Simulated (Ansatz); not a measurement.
# Cs2HgSe2 (Pbam): how G0W0 depends on its starting point

One-shot GW is not self-consistent; how far does the start matter for Cs2HgSe2 (Pbam)?

Method: G0W0 on several functionals, plane waves, PAW, in Ansatz 0.2.0.

## (1) Starting point

Symmetry: Pbam, No. 55, orthorhombic system. The conventional cell has a = 8.185 Å, b = 10.330 Å, c = 4.711 Å, α = 90.00°, β = 90.00°, γ = 90.00°. Nearest to Cs lie 6 Se at 3.66 to 3.72 Å and 1 Cs at 3.87 Å. Nearest to Hg lie 2 Se at 2.41 Å. Nearest to Se lie 1 Hg at 2.41 Å and 6 Cs at 3.66 to 3.72 Å. Farther neighbours and most contacts between anions are not listed.

Structure file:

```cif
data_structure
_symmetry_space_group_name_H-M 'Pbam'
_symmetry_Int_Tables_number 55
_cell_length_a 8.1849
_cell_length_b 10.3302
_cell_length_c 4.7112
_cell_angle_alpha 90.000
_cell_angle_beta 90.000
_cell_angle_gamma 90.000
_cell_volume 398.34
loop_
_atom_site_label
_atom_site_type_symbol
_atom_site_symmetry_multiplicity
_atom_site_Wyckoff_symbol
_atom_site_fract_x
_atom_site_fract_y
_atom_site_fract_z
_atom_site_occupancy
Cs1 Cs 4 h 0.39222 0.83311 0.50000 1
Hg1 Hg 2 a 0.50000 0.50000 0.00000 1
Se1 Se 4 g 0.23025 0.59445 0.00000 1
```

The cell and positions come from the Crystallography Open Database and are kept as given unless a step says otherwise. Spin-orbit coupling is left out unless a step names it.

## (2) G0W0 on LDA

Now the one-shot GW correction: screening in the RPA, then the self-energy of the levels asked for. This step takes PAW set soft_1 files.

This step: G0W0 on LDA, plane waves, PAW; PAW set soft_1.

File input.yaml:

```yaml
crystal:
  lattice:
    - [8.1849, 0.0, 0.0]
    - [0.0, 10.3302, 0.0]
    - [0.0, 0.0, 4.7112]
  atoms:
    - { symbol: Cs, position: [0.39222, 0.83311, 0.5] }
    - { symbol: Cs, position: [0.60778, 0.16689, 0.5] }
    - { symbol: Cs, position: [0.89222, 0.66689, 0.5] }
    - { symbol: Cs, position: [0.10778, 0.33311, 0.5] }
    - { symbol: Hg, position: [0.5, 0.5, 0.0] }
    - { symbol: Hg, position: [0.0, 0.0, 0.0] }
    - { symbol: Se, position: [0.23025, 0.59445, 0.0] }
    - { symbol: Se, position: [0.76975, 0.40555, 0.0] }
    - { symbol: Se, position: [0.73025, 0.90555, 0.0] }
    - { symbol: Se, position: [0.26975, 0.09445, 0.0] }
kpoints:
  mp_grid: { grid: [2, 2, 2] }
hamiltonian:
  xc: lda
  pseudopotentials: { kind: paw, azcp: { folder: soft_1 }, xc_functional: pbe }
scf:
  occupations: { method: fixed }
gw:
  n_empty_bands: 904
  ecut_chi: 100
  qp_bands: [v3, c3]
  qp_kpoints: band_edges
  screening: { model: contour_deformation }
```

On the command line:

```bash
$ ansatz run input.yaml --threads 2 --pin off --max-ram 92160MiB --backend cuda --events-out ev --progress --plain --runs-dir out --devices 1 --max-vram 13GiB
```

Numbers of over 12 decimals in the logs are rounded to 6 here.

Output:

```text
GPUs: using 1 of 1 available (devices: 1).
Engine: ansatz 0.2.0, x86_64-unknown-linux-gnu
Pseudopotentials: kind: paw
Pseudopotential: Cs, paw, valence charge 9, recommended cutoff 420 eV (normal), soft_1/Cs.paw.azcp
Pseudopotential: Hg, paw, valence charge 20, recommended cutoff 420 eV (normal), soft_1/Hg.paw.azcp
Pseudopotential: Se, paw, valence charge 16, recommended cutoff 420 eV (normal), soft_1/Se.paw.azcp
Functional definition: SPW92
  exchange = slater_x
  correlation = pw_c
device memory: the entry about to start is reckoned to put 3.4 GiB on a device that reports 44.8 GiB free (of which the cap on the GPU budget leaves the run 13.0 GiB)
GPU FFT provider: cuFFT
GPU libraries: cuBLAS 13.8.2, cuFFT 12.4.0, cuSOLVER 12.3.4
Crystal: 10 atoms, lattice volume = 398.340 Å³
Basis set: ecut = 420 eV, 7743 PW (Γ)
Bands: 84, of which v1, the nominal top of the filled ones, is band 70 counted from 1 (69 counted from 0)
Symmetry: 8 space group operations
Space group: Pbam (ITA 55), of the structure as read, at distance tolerance 7.4e-5 Å
k-points: 8
Non-local potential: Cs, projectors of the file, l = 0: 3, l = 1: 2, l = 2: 2, l = 3: 2
Non-local potential: Hg, projectors of the file, l = 0: 3, l = 1: 2, l = 2: 2, l = 3: 1
Non-local potential: Se, projectors of the file, l = 0: 2, l = 1: 2, l = 2: 3, l = 3: 1
PAW form: soft (Blöchl's): semilocal exchange-correlation on the pseudo side does not see the compensation charge
PAW frozen core: Cs, regenerated for the run's functional, and the local potential with it (the file was generated under x = pbe(κ = 0.804, μ = 0.219515), c = pbe(β = 0.066725))
PAW frozen core: Hg, regenerated for the run's functional, and the local potential with it (the file was generated under x = pbe(κ = 0.804, μ = 0.219515), c = pbe(β = 0.066725))
PAW frozen core: Se, regenerated for the run's functional, and the local potential with it (the file was generated under x = pbe(κ = 0.804, μ = 0.219515), c = pbe(β = 0.066725))
PAW one-centre angular grid: Cs, 194 points (default); XC on 64 Gauss nodes
PAW one-centre angular grid: Hg, 590 points (default); XC on 64 Gauss nodes
PAW one-centre angular grid: Se, 590 points (default); XC on 64 Gauss nodes
Initial density: superposition of atomic densities (chi_scale 0.1, normalization cell, long waves kept (reshape's long-wave potential 0.00 eV rms))
Initial wavefunctions: pseudopotential atomic-orbital guess
GPU buffer pool allocated for 138240 grid points (all kernels)
GPU transforms: local potential and band sums: pruned to the plane-wave sphere, on 60×72×32
Functional: x = slater, c = lda
SCF iter   1: F=—  HF=-70615.668434 eV  |F-HF|=—  |Δ(HF+E_count)|=         —  Δρ=4.05e-2  dr2=1.66e1  ethr=3.10e-3  ⟨swp⟩=4.5  Hψ=2039  notcnv=0  defer=82
preconditioner: auto → Resta (q_TF=auto, 2.292 Å⁻¹)  ε∞=4.0  [insulator: Δε(μ)=1.698 eV  Ē_g=9.340 eV  n_scr=76 (ndim 8)  ℏωp=16.2 eV  f_vac=0.021  ε∞_Penn≈4.0]
SCF iter   2: F=—  HF=-70610.982621 eV  |F-HF|=—  |Δ(HF+E_count)|=    4.69e0  Δρ=1.68e-2  dr2=2.78e0  ethr=3.10e-3  ⟨swp⟩=3.0  Hψ=1148  notcnv=0  defer=85
SCF iter   3: F=—  HF=-70609.827142 eV  |F-HF|=—  |Δ(HF+E_count)|=    1.16e0  Δρ=5.73e-3  dr2=3.54e-1  ethr=1.99e-3  ⟨swp⟩=4.0  Hψ=1378  notcnv=0  defer=88
SCF iter   4: F=—  HF=-70609.679813 eV  |F-HF|=—  |Δ(HF+E_count)|=   1.47e-1  Δρ=1.96e-3  dr2=3.52e-2  ethr=2.53e-4  ⟨swp⟩=3.2  Hψ=943  notcnv=0  defer=96
SCF iter   5: F=—  HF=-70609.670646 eV  |F-HF|=—  |Δ(HF+E_count)|=   9.17e-3  Δρ=8.74e-4  dr2=5.17e-3  ethr=2.51e-5  ⟨swp⟩=3.0  Hψ=1302  notcnv=0  defer=96
SCF iter   6: F=—  HF=-70609.669605 eV  |F-HF|=—  |Δ(HF+E_count)|=   1.04e-3  Δρ=3.36e-4  dr2=5.83e-4  ethr=3.69e-6  ⟨swp⟩=2.0  Hψ=1108  notcnv=0  defer=96
SCF iter   7: F=—  HF=-70609.669737 eV  |F-HF|=—  |Δ(HF+E_count)|=   1.31e-4  Δρ=7.89e-5  dr2=2.71e-5  ethr=4.17e-7  ⟨swp⟩=2.0  Hψ=914  notcnv=0  defer=96
SCF iter   8: F=—  HF=-70609.669751 eV  |F-HF|=—  |Δ(HF+E_count)|=   1.45e-5  Δρ=1.59e-5  dr2=1.84e-6  ethr=1.93e-8  ⟨swp⟩=2.9  Hψ=1237  notcnv=0  defer=87
SCF iter   9: F=—  HF=-70609.669752 eV  |F-HF|=—  |Δ(HF+E_count)|=   9.38e-7  Δρ=5.20e-6  dr2=1.66e-7  ethr=1.32e-9  ⟨swp⟩=2.0  Hψ=781  notcnv=0  defer=87
SCF iter  10: F=-70609.669752 eV  HF=-70609.669752 eV  |F-HF|=1.75e-10  |Δ(HF+E_count)|=   1.59e-8  Δρ=8.91e-7  dr2=6.47e-9  ethr=7.14e-11  ⟨swp⟩=14.5  Hψ=3266  notcnv=0
SCF 1 converged in 10 iterations: F = -70609.669752 eV  dr2 = 6.47e-9
  greatest PAW one-centre occupation: 1.000 electrons in one spin orbital (limit 2), on the Se atom at site 6 (counted from 0), in its partial waves of l = 2
device memory: the entry about to start is reckoned to put 4.0 GiB (of the 4.1 GiB reckoned in all, the device holds 0.1 GiB already) on a device that reports 44.7 GiB free (of which the cap on the GPU budget leaves the run 12.9 GiB)
NSCF: frozen V_eff on 8 k-points
the band table was solved once the SCF had ended and its energy, with any forces and stress, was formed, with the checks that follow a solve (2730 applications of the Hamiltonian). They found nothing against the state; the energy, forces and stress were not computed again (output.eigenvalues in the input reference)
device memory: the entry about to start is reckoned to put 6.7 GiB on a device that reports 44.8 GiB free (of which the cap on the GPU budget leaves the run 13.0 GiB)
NSCF: frozen V_eff on 8 k-points
G₀W₀ screening: q 1/8
[... further progress lines ...]
SCF converged after 10 iterations
Free energy (F): -70609.669752 eV
Harris-Foulkes:  -70609.669752 eV  (|F-HF|=1.75e-10)
Internal energy: -70609.669752 eV  (E = F + TS)
E sigma→0 (E₀):  -70609.669752 eV
Fermi energy:    4.873618 eV
--- Per-component energies (eV) ---
  E_band       = -2984.237226
  E_kinetic    = 2175.043372
  E_local      = -22350.299778  (includes V_loc(G=0)·N_el)
  E_nonlocal   = -1120.574075
  E_hartree    = 10732.744542
  E_xc         = -1470.413517
  E_vxc        = -1413.715877  (∫ρ·V_xc dr)
  E_paw        = -47104.114132  (= ΣΔE_a)
  E_vpaw       = -1740.179697  (= ΣTr[D̂ρ^β])
  E_aug_tail   = -0.000732  (compensation charges beyond the density's cutoff)
  E_ewald      = -11483.159401
  E_core_change = 11.103968  (= ΣΔE_core)
  E_smearing   = -0.000000  (= −TS)
  E_closure    = 0.000000  (closes the sum)
  Σ components = -70609.669752   (vs F -70609.669752, Δ=0.00e0)
--- Band table (eV; the first three rows and the last of 8) ---
  k-point 0: bands = [... 66 lower, 4.5331, 4.6844, 4.8089, 4.8468, 6.6612, 7.5474, 7.8632, 8.3723, ... 10 higher]
  k-point 1: bands = [... 66 lower, 4.1581, 4.2715, 4.3137, 4.5594, 7.5038, 7.5291, 7.5919, 7.7046, ... 10 higher]
  k-point 2: bands = [... 66 lower, 4.3363, 4.3363, 4.8365, 4.8365, 7.1721, 7.1721, 8.1659, 8.1659, ... 10 higher]
  k-point 7: bands = [... 66 lower, 4.1616, 4.1616, 4.7714, 4.7714, 7.0783, 7.0783, 7.9135, 7.9135, ... 10 higher]
--- G₀W₀: contour deformation, 7 samples at zero and on the imaginary axis and 1 off it, 8 q-points, 904 empty bands' worth ---
  eigenvalues of the whole cell's RPA ε∞ on this k-mesh (on a slab, of 1 + 4πα/V) = 3.9280, 3.9349, 4.9183; static W/v taken at q = 0 is 0.238009
  gw.qp_kpoints: band_edges: 8 of 8 stored k-points solved, in 1 pass; an edge of the gap read off the rows below is read off those points alone
    ik  band        ε_KS         Σx   Σc(E_QP)       V_xc       Z   E_QP_lin       E_QP  E_QP is
     0    68      4.6844   -17.5075     2.0016   -14.8096  0.7420     3.9746     3.9882  root
     0    69      4.8089   -17.5490     2.1192   -14.7005  0.7411     4.0645     4.0795  root
     0    70      4.8468   -17.7190     2.1250   -14.8621  0.7417     4.0999     4.1148  root
     0    71      6.6612    -9.4008    -3.0325   -13.2150  0.7968     7.4527     7.4429  root
     0    72      7.5474    -5.1572    -3.2669    -9.0228  0.8012     8.1530     8.1461  root
     0    73      7.8632   -10.6316    -3.3931   -14.9217  0.7768     8.7797     8.7601  root
     1    68      4.2715   -16.8992     2.0575   -14.1145  0.7376     3.5262     3.5444  root
     1    69      4.3137   -17.0916     2.0536   -14.3047  0.7391     3.5624     3.5804  root
     1    70      4.5594   -17.4747     2.0459   -14.7272  0.7410     3.8433     3.8578  root
     1    71      7.5038    -5.5200    -3.2338    -9.3482  0.7936     8.1054     8.0982  root
     1    72      7.5291    -5.7787    -3.2403    -9.6228  0.7934     8.1405     8.1328  root
     1    73      7.5919   -10.6138    -3.3483   -14.8780  0.7824     8.5253     8.5078  root
     2    68      4.3363   -16.9641     2.0139   -14.2595  0.7382     3.6305     3.6457  root
     2    69      4.8365   -17.6170     2.1106   -14.7776  0.7418     4.0929     4.1077  root
     2    70      4.8365   -17.6170     2.1106   -14.7776  0.7418     4.0929     4.1077  root
     2    71      7.1721    -9.2867    -3.1137   -13.1647  0.7891     7.9469     7.9363  root
     2    72      7.1721    -9.2867    -3.1137   -13.1647  0.7891     7.9469     7.9363  root
     2    73      8.1659    -6.5751    -3.4470   -10.7190  0.7875     8.8748     8.8629  root
     3    68      4.2668   -16.7937     2.0319   -14.0352  0.7385     3.5222     3.5402  root
     3    69      4.4560   -17.2096     2.0660   -14.4473  0.7372     3.7446     3.7596  root
     3    70      4.4560   -17.2096     2.0660   -14.4473  0.7372     3.7446     3.7596  root
     3    71      7.5248    -5.8072    -3.2187    -9.6199  0.7926     8.1261     8.1187  root
     3    72      7.5248    -5.8072    -3.2187    -9.6199  0.7926     8.1261     8.1187  root
     3    73      7.6728    -9.4385    -3.4617   -13.7973  0.7855     8.5869     8.5699  root
[...]
6    72      7.6239    -5.2254    -3.3175    -9.1622  0.7994     8.2508     8.2432  root
     6    73      7.6846   -10.1287    -3.3091   -14.2982  0.7814     8.5612     8.5450  root
     7    68      4.1616   -16.7793     2.0555   -14.0034  0.7361     3.4223     3.4412  root
     7    69      4.7714   -17.5341     1.9711   -14.8720  0.7434     4.0674     4.0805  root
     7    70      4.7714   -17.5341     1.9711   -14.8720  0.7434     4.0674     4.0805  root
     7    71      7.0783    -5.0371    -3.1995    -8.8267  0.8014     7.6749     7.6684  root
     7    72      7.0783    -5.0371    -3.1995    -8.8267  0.8014     7.6749     7.6684  root
     7    73      7.9135   -10.3649    -3.4515   -14.7408  0.7789     8.8586     8.8379  root
```

It took 41 s on 1 × NVIDIA H100 80GB HBM3 (shared by 6 runs) with 2 threads of AMD EPYC 7R13 (Zen 3), shared host; peak memory 3.5 GiB; 60 s of CPU time.

Reading the cycles: dr2 is the Hartree energy of the density residual (eV), the measure of convergence; HF is the Harris–Foulkes estimate of the energy, which meets the free energy F at convergence.

Numbers from this step:

- bands summed: 974
- RPA ε∞ on this mesh (eigenvalues): 3.928, 3.935, 4.918
- plane waves in the screening matrix: 923
- q-points in the mesh: 8
- G0W0 gap on the mesh: 3.293 eV
- k of the valence top: -0.5, 0, 0
- k of the conduction bottom: 0, 0, 0
- starting gap on the mesh: 1.788 eV
- Z at the valence top: 0.7425
- Z at the conduction bottom: 0.7968
- least direct G0W0 gap on the computed points: 3.328 eV

The gap on the mesh goes from 1.79 eV to 3.29 eV, a correction of +1.51 eV. Between the two edge states, bare exchange in place of the xc potential would open the gap by 6.64 eV, and correlation takes back 5.14 eV.

## (3) G0W0 on PBEsol

The same correction from a different start measures what one shot leaves open.

This step: G0W0 on PBEsol, plane waves, PAW; PAW set soft_1.

Changes to input.yaml since step 2:

```diff
@@ -19,3 +19,3 @@
 hamiltonian:
-  xc: lda
+  xc: pbesol
   pseudopotentials: { kind: paw, azcp: { folder: soft_1 }, xc_functional: pbe }
```

Output:

```text
GPUs: using 1 of 1 available (devices: 1).
[...]
GPU FFT provider: cuFFT
GPU libraries: cuBLAS 13.8.2, cuFFT 12.4.0, cuSOLVER 12.3.4
Crystal: 10 atoms, lattice volume = 398.340 Å³
Basis set: ecut = 420 eV, 7743 PW (Γ)
Bands: 84, of which v1, the nominal top of the filled ones, is band 70 counted from 1 (69 counted from 0)
Symmetry: 8 space group operations
[...]
k-points: 8
[...]
GPU buffer pool allocated for 138240 grid points (all kernels)
[...]
SCF iter   1: F=—  HF=-71395.085303 eV  |F-HF|=—  |Δ(HF+E_count)|=         —  Δρ=4.09e-2  dr2=1.67e1  ethr=3.10e-3  ⟨swp⟩=4.5  Hψ=2039  notcnv=0  defer=82
[...]
SCF iter  10: F=-71389.110464 eV  HF=-71389.110464 eV  |F-HF|=1.97e-8  |Δ(HF+E_count)|=   3.21e-7  Δρ=1.63e-6  dr2=2.37e-8  ethr=7.14e-11  ⟨swp⟩=14.4  Hψ=3110  notcnv=0
SCF 1 converged in 10 iterations: F = -71389.110464 eV  dr2 = 2.37e-8
[...]
NSCF: frozen V_eff on 8 k-points
[...]
G₀W₀ screening: q 1/8
[... further progress lines ...]
SCF converged after 10 iterations
Free energy (F): -71389.110464 eV
[...]
Internal energy: -71389.110464 eV  (E = F + TS)
E sigma→0 (E₀):  -71389.110464 eV
Fermi energy:    5.058661 eV
[...]
--- Band table (eV; the first three rows and the last of 8) ---
  k-point 0: bands = [... 66 lower, 4.7157, 4.8695, 4.9958, 5.0320, 6.9692, 7.8343, 8.1319, 8.6551, ... 10 higher]
  k-point 1: bands = [... 66 lower, 4.3455, 4.4627, 4.5026, 4.7459, 7.7944, 7.8222, 7.8570, 7.9771, ... 10 higher]
  k-point 2: bands = [... 66 lower, 4.5295, 4.5295, 5.0226, 5.0226, 7.4647, 7.4647, 8.4506, 8.4506, ... 10 higher]
  k-point 7: bands = [... 66 lower, 4.3598, 4.3598, 4.9575, 4.9575, 7.3828, 7.3828, 8.1801, 8.1801, ... 10 higher]
[...]
0    68      4.8695   -17.5015     2.0430   -14.6038  0.7464     3.9949     4.0148  root
     0    69      4.9958   -17.5453     2.1548   -14.5030  0.7455     4.0867     4.1083  root
     0    70      5.0320   -17.7088     2.1599   -14.6596  0.7461     4.1213     4.1427  root
     0    71      6.9692    -9.4014    -2.9779   -12.9592  0.7998     7.5538     7.5491  root
     0    72      7.8343    -5.1311    -3.1981    -8.7288  0.8047     8.2366     8.2338  root
     0    73      8.1319   -10.5988    -3.3248   -14.6575  0.7810     8.8774     8.8658  root
     1    68      4.4627   -16.9144     2.1012   -13.9246  0.7426     3.5479     3.5741  root
     1    69      4.5026   -17.1004     2.0969   -14.1100  0.7439     3.5833     3.6091  root
[...]
7    70      4.9575   -17.5284     2.0107   -14.6676  0.7478     4.0881     4.1073  root
     7    71      7.3828    -5.0102    -3.1312    -8.5166  0.8050     7.7603     7.7580  root
     7    72      7.3828    -5.0102    -3.1312    -8.5166  0.8050     7.7603     7.7580  root
     7    73      8.1801   -10.3332    -3.3801   -14.4756  0.7830     8.9545     8.9423  root
```

Wall time 31 s (1 × NVIDIA H100 80GB HBM3 (shared by 6 runs) with 2 threads); peak memory 3.5 GiB.

This step gave:

- bands summed: 974
- RPA ε∞ on this mesh (eigenvalues): 3.774, 3.794, 4.763
- plane waves in the screening matrix: 923
- q-points in the mesh: 8
- G0W0 gap on the mesh: 3.372 eV
- k of the valence top: -0.5, 0, 0
- k of the conduction bottom: 0, 0, 0
- starting gap on the mesh: 1.911 eV
- Z at the valence top: 0.7469
- Z at the conduction bottom: 0.7998
- least direct G0W0 gap on the computed points: 3.406 eV

Against the run with 2×2×2 mesh, 904 empty bands, screening to 100 eV, PAW set soft_1 files on LDA, the gap moves by +0.08 eV, while the start moved by +0.12 eV.

## (4) G0W0 on PBE

This step: G0W0 on PBE, plane waves, PAW; PAW set soft_1.

Changes to input.yaml since step 3:

```diff
@@ -19,4 +19,4 @@
 hamiltonian:
-  xc: pbesol
-  pseudopotentials: { kind: paw, azcp: { folder: soft_1 }, xc_functional: pbe }
+  xc: pbe
+  pseudopotentials: { kind: paw, azcp: { folder: soft_1 } }
 scf:
```

Output:

```text
GPUs: using 1 of 1 available (devices: 1).
[...]
GPU FFT provider: cuFFT
GPU libraries: cuBLAS 13.8.2, cuFFT 12.4.0, cuSOLVER 12.3.4
Crystal: 10 atoms, lattice volume = 398.340 Å³
Basis set: ecut = 420 eV, 7743 PW (Γ)
Bands: 84, of which v1, the nominal top of the filled ones, is band 70 counted from 1 (69 counted from 0)
Symmetry: 8 space group operations
[...]
k-points: 8
[...]
1    69      4.6477   -17.1496     2.1257   -14.0435  0.7465     3.6369     3.6674  root
[...]
7    70      5.0915   -17.5694     2.0374   -14.6044  0.7502     4.1414     4.1640  root
     7    71      7.5756    -5.0034    -3.0860    -8.3406  0.8075     7.8279     7.8269  root
     7    72      7.5756    -5.0034    -3.0860    -8.3406  0.8075     7.8279     7.8269  root
     7    73      8.3619   -10.3770    -3.3327   -14.3978  0.7856     9.0591     9.0499  root
[key lines of the parts left out:]
SCF converged after 10 iterations
Free energy (F): -72199.821821 eV
Fermi energy:    5.189591 eV
```

It took 44 s on 1 × NVIDIA H100 80GB HBM3 (shared by 6 runs) with 2 threads; peak memory 3.6 GiB.

This step gave:

* bands summed: 974
* RPA ε∞ on this mesh (eigenvalues): 3.632, 3.676, 4.640
* plane waves in the screening matrix: 923
* G0W0 gap on the mesh: 3.420 eV
* k of the valence top: -0.5, 0, 0
* k of the conduction bottom: 0, 0, 0
* starting gap on the mesh: 1.999 eV
* least direct G0W0 gap on the computed points: 3.454 eV

Against the run with 2×2×2 mesh, 904 empty bands, screening to 100 eV, PAW set soft_1 files on PBEsol, the gap moves by +0.05 eV, while the start moved by +0.09 eV.

[end of part 1 of 2]

[Paths, hosts, dates, memory and timing lines, banners, echoed tables and standing remarks are left out of the program output.]

[Logs are printed without paths, hosts, clocks, repeated set-up lines and the standing remarks that a program may print on its own settings, such as how far it seeks lower states.]

[Runs of the session that timed out or met a known fault of the program may be left out.]

[Cells called generated may have been cut or substituted from an entry of the Crystallography Open Database or the Materials Project.]

[Hosts, paths, dates, database ids (printed as entryN), source tags and the programs' standing remarks are cut or masked in the printed files.]
